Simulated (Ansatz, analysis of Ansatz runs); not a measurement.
# VPO4 (Cmcm): a line between two V sites for an added hole

Question: does an added hole stay on the V atom where it is started in VPO4 (Cmcm), and if so, how high is the barrier for a hop to another V site nearby? Model: a cell of 96 host atoms.

Main program and level: Ansatz 0.2.0; plane-wave PAW DFT, PBEsol+U; relaxation of all atoms of a supercell at fixed charge in a uniform background; PAW set soft_1.

**1. The starting structure**

The cell holds 96 atoms: 16 V, 16 P and 64 O. Its edges and angles: a = 11.345 Å, b = 11.345 Å, c = 11.345 Å, α = 125.1°, β = 93.1°, γ = 111.8°. It derives from VPO4 (space group Cmcm). Nearest the centre at fractional (0.375, 0.625, 0.750): O59 at 1.36 Å, O36 at 1.36 Å, V6 at 1.59 Å, V12 at 1.59 Å, O84 at 2.30 Å, O70 at 2.30 Å, O76 at 2.69 Å, O89 at 2.69 Å.

Hubbard terms: V d 4.0 eV. They were chosen, not fitted, to curb self-interaction in the shells named, the trial site's among them. The two sites are V6 and V12. The cell's shortest repeat is 10.5 Å. The host's moments were started ferromagnetic, high spin; both sites carry the same spin direction.

**2. The cell without the carrier**

The neutral cell is relaxed first, from small random displacements, so that bond lengths and moments with the carrier can be set beside those of a relaxed cell without it.

The input, neutral.relax/input.yaml:

```yaml
crystal:
  lattice:
    - [-5.23155868, 7.80375834, 6.35985605]
    - [5.23155868, -7.80375834, 6.35985605]
    - [5.23155868, 7.80375834, -6.35985605]
  atoms:
    - { symbol: V, position: [0.0, 0.25, 0.75], spin: 2.0 }
    - { symbol: V, position: [0.0, 0.75, 0.25], spin: 2.0 }
    - { symbol: V, position: [0.25, 0.0, 0.75], spin: 2.0 }
    - { symbol: V, position: [0.25, 0.5, 0.25], spin: 2.0 }
[... 1 atom line left out ...]
    - { symbol: V, position: [0.5, 0.75, 0.75], spin: 2.0 }
    - { symbol: V, position: [0.75, 0.0, 0.25], spin: 2.0 }
[... 1 atom line left out ...]
    - { symbol: V, position: [0.0, 0.25, 0.25], spin: 2.0 }
    - { symbol: V, position: [0.0, 0.75, 0.75], spin: 2.0 }
[... 1 atom line left out ...]
    - { symbol: V, position: [0.25, 0.5, 0.75], spin: 2.0 }
[... 1 atom line left out ...]
    - { symbol: V, position: [0.5, 0.75, 0.25], spin: 2.0 }
    - { symbol: V, position: [0.75, 0.0, 0.75], spin: 2.0 }
[... 3 atom lines left out ...]
    - { symbol: P, position: [0.30024, 0.375, 0.42524] }
    - { symbol: P, position: [0.30024, 0.875, 0.92524] }
[... 1 atom line left out ...]
    - { symbol: P, position: [0.55024, 0.625, 0.92524] }
[... 2 atom lines left out ...]
    - { symbol: P, position: [0.19976, 0.125, 0.57476] }
    - { symbol: P, position: [0.19976, 0.625, 0.07476] }
[... 1 atom line left out ...]
    - { symbol: P, position: [0.44976, 0.875, 0.57476] }
    - { symbol: P, position: [0.69976, 0.125, 0.07476] }
    - { symbol: P, position: [0.69976, 0.625, 0.57476] }
    - { symbol: P, position: [0.94976, 0.375, 0.57476] }
[... 2 atom lines left out ...]
    - { symbol: O, position: [0.108385, 0.502326, 0.360711] }
    - { symbol: O, position: [0.358385, 0.252326, 0.360711] }
    - { symbol: O, position: [0.358385, 0.752326, 0.860711] }
[... 1 atom line left out ...]
    - { symbol: O, position: [0.608385, 0.502326, 0.860711] }
[... 3 atom lines left out ...]
    - { symbol: O, position: [0.141615, 0.502326, 0.893941] }
[... 2 atom lines left out ...]
    - { symbol: O, position: [0.641615, 0.002326, 0.893941] }
[... 3 atom lines left out ...]
    - { symbol: O, position: [0.141615, 0.247674, 0.639289] }
[... 4 atom lines left out ...]
    - { symbol: O, position: [0.641615, 0.747674, 0.639289] }
[... 3 atom lines left out ...]
    - { symbol: O, position: [0.108385, 0.747674, 0.606059] }
    - { symbol: O, position: [0.358385, 0.497674, 0.606059] }
    - { symbol: O, position: [0.358385, 0.997674, 0.106059] }
[... 1 atom line left out ...]
    - { symbol: O, position: [0.608385, 0.747674, 0.106059] }
[... 4 atom lines left out ...]
    - { symbol: O, position: [0.34813, 0.475791, 0.372339] }
    - { symbol: O, position: [0.34813, 0.975791, 0.872339] }
[... 1 atom line left out ...]
    - { symbol: O, position: [0.59813, 0.725791, 0.872339] }
[... 5 atom lines left out ...]
    - { symbol: O, position: [0.40187, 0.774209, 0.627661] }
    - { symbol: O, position: [0.65187, 0.024209, 0.127661] }
    - { symbol: O, position: [0.65187, 0.524209, 0.627661] }
    - { symbol: O, position: [0.90187, 0.274209, 0.627661] }
[... 1 atom line left out ...]
    - { symbol: O, position: [0.146548, 0.274209, 0.372339] }
    - { symbol: O, position: [0.146548, 0.774209, 0.872339] }
[... 1 atom line left out ...]
    - { symbol: O, position: [0.396548, 0.524209, 0.872339] }
[... 4 atom lines left out ...]
    - { symbol: O, position: [0.103452, 0.475791, 0.627661] }
[... 1 atom line left out ...]
    - { symbol: O, position: [0.353452, 0.225791, 0.627661] }
    - { symbol: O, position: [0.353452, 0.725791, 0.127661] }
[... 1 atom line left out ...]
    - { symbol: O, position: [0.603452, 0.975791, 0.627661] }
[... 1 atom line left out ...]
    - { symbol: O, position: [0.853452, 0.725791, 0.627661] }
basis:
  ecutwfc: 420
  xc_grid: 2
hamiltonian:
  xc: pbesol
  hubbard:
    sites: [{ species: V, l: d, u_eff: 4.0 }]
    projectors: ortho-atomic
  pseudopotentials: { kind: paw, azcp: { folder: soft_1 }, xc_functional: pbe }
kpoints:
  mp_grid: { grid: [1, 1, 1] }
magnetization:
  spin_polarized: true
  initial_magnetization: 32
  spin_locking: { lock_magnetization: hard }
scf:
  occupations: { method: fermi_dirac, width: 0.01 }
  max_iter: 120
  lower_state_search: "off"
output:
  forces: true
relax:
  f_tol: 0.02
  max_steps: 70
  random_displacement: { amplitude: 0.04, seed: 3336 }
checkpoint:
  write: "../neutral.relax.run"
  compress: false
  write_wavefunctions: true
  write_every: 100000
```

On the command line:

```bash
$ ansatz run input.yaml --threads 8 --pin off --max-ram 18841MiB --backend cpu --events-out ev --progress --plain --runs-dir out
```

Numbers of over 12 decimals in the logs are rounded to 6 here.

What it wrote:

```text
[... repeated set-up lines and file paths are left out, and long positions are rounded to six places ...]
Engine: ansatz 0.2.0, aarch64-unknown-linux-gnu
Pseudopotentials: kind: paw
Pseudopotential: V, paw, valence charge 13, recommended cutoff 420 eV (normal), soft_1/V.paw.azcp
Pseudopotential: P, paw, valence charge 5, recommended cutoff 420 eV (normal), soft_1/P.paw.azcp
Pseudopotential: O, paw, valence charge 6, recommended cutoff 420 eV (normal), soft_1/O.paw.azcp
Functional definition: PBEsol
  exchange = pbesol_x
  correlation = pbesol_c
Crystal: 96 atoms, lattice volume = 1038.585 Å³
Basis set: ecut = 420 eV, 20271 PW (Γ), exchange–correlation on 160×160×160 points (8 copies of the dense FFT grid, shifted against one another)
Bands: 448, of which v1, the nominal top of the filled ones, is band 336 counted from 1 (335 counted from 0)
Symmetry: 1 space group operations
k-points: 1
Non-local potential: V, projectors of the file, l = 0: 3, l = 1: 2, l = 2: 3, l = 3: 1
Non-local potential: P, projectors of the file, l = 0: 2, l = 1: 2, l = 2: 1
Non-local potential: O, projectors of the file, l = 0: 2, l = 1: 2, l = 2: 1
PAW form: soft (Blöchl's): semilocal exchange-correlation on the pseudo side does not see the compensation charge
PAW frozen core: V, regenerated for the run's functional, and the local potential with it (the file was generated under x = pbe(κ = 0.804, μ = 0.219515), c = pbe(β = 0.066725))
PAW frozen core: P, regenerated for the run's functional, and the local potential with it (the file was generated under x = pbe(κ = 0.804, μ = 0.219515), c = pbe(β = 0.066725))
[...]
[... 10 atoms left out ...]
  atom  70  O      0.00186831    -0.00077290    -0.00032718
  [... 5 atoms left out ...]
  atom  76  O      0.00007332     0.00019985     0.00037176
  [... 7 atoms left out ...]
  atom  84  O      0.00030499    -0.00013404    -0.00025550
[...]
atom  89  O      0.00088513     0.00015103    -0.00052772
[...]
max |Σ_I F_I| component: 6.63e-6 eV/Å
--- Band table (eV) ---
  k-point 0 ↑: bands = ["-57.7060", "-57.7060", "-57.7058", "-57.7056", [... 440 left out ...] "16.6856", "16.6857", "16.6858", "16.7747"]
  k-point 0 ↓: bands = ["-55.7794", "-55.7794", "-55.7792", "-55.7790", [... 440 left out ...] "16.8630", "16.8631", "16.8639", "16.8645"]
Occupation matrices written to <dir>
--- Relaxed structure (5 steps of the walk, 5 accepted, 0 SCFs on fresh bases) ---
  F+E_penalty+E_count = -93920.35944668 eV   max|allowed force component| = 5.686e-3 eV/Å
  atoms:
    - { symbol: V, position: [0.000402, 0.250791, 0.750700] }
    - { symbol: V, position: [0.000377, 0.750785, 0.250700] }
[...]
- { symbol: V, position: [0.500409, 0.750816, 0.750728] }
[...]
- { symbol: V, position: [0.250389, 0.500794, 0.750692] }
[...]
- { symbol: P, position: [0.300604, 0.875749, 0.925954] }
    [... 1 atom left out ...]
    - { symbol: P, position: [0.550650, 0.625731, 0.925891] }
[...]
- { symbol: O, position: [0.358883, 0.753258, 0.861634] }
[...]
- { symbol: O, position: [0.358837, 0.498376, 0.606719] }
[...]
- { symbol: O, position: [0.598454, 0.726453, 0.872929] }
    [... 5 atoms left out ...]
    - { symbol: O, position: [0.402325, 0.775045, 0.628430] }
    [... 7 atoms left out ...]
    - { symbol: O, position: [0.396962, 0.525018, 0.872945] }
    [... 4 atoms left out ...]
    - { symbol: O, position: [0.103833, 0.476436, 0.628290] }
    [... 7 atoms left out ...]
[key lines of the parts left out:]
SCF converged after 4 iterations
Magnetization: 32.0000 μB (352.0000 up, 320.0000 down)
Free energy (F): -93920.359447 eV
Fermi energy:    8.109372 (↑ 8.109372, ↓ 8.417434) eV
```

Wall time 2 min (8 threads of Arm Neoverse V1, shared host); peak memory 3 GiB; 15 min of CPU time.

The largest displacement from an ideal site is 0.003 Å.

(Part 1 of 3 ends here.)

[Logs are printed without paths, hosts, clocks, repeated set-up lines and the standing remarks that a program may print on its own settings, such as how far it seeks lower states.]

[Hosts, paths, dates, database ids (printed as entryN), source tags and the programs' standing remarks are cut or masked in the printed files.]
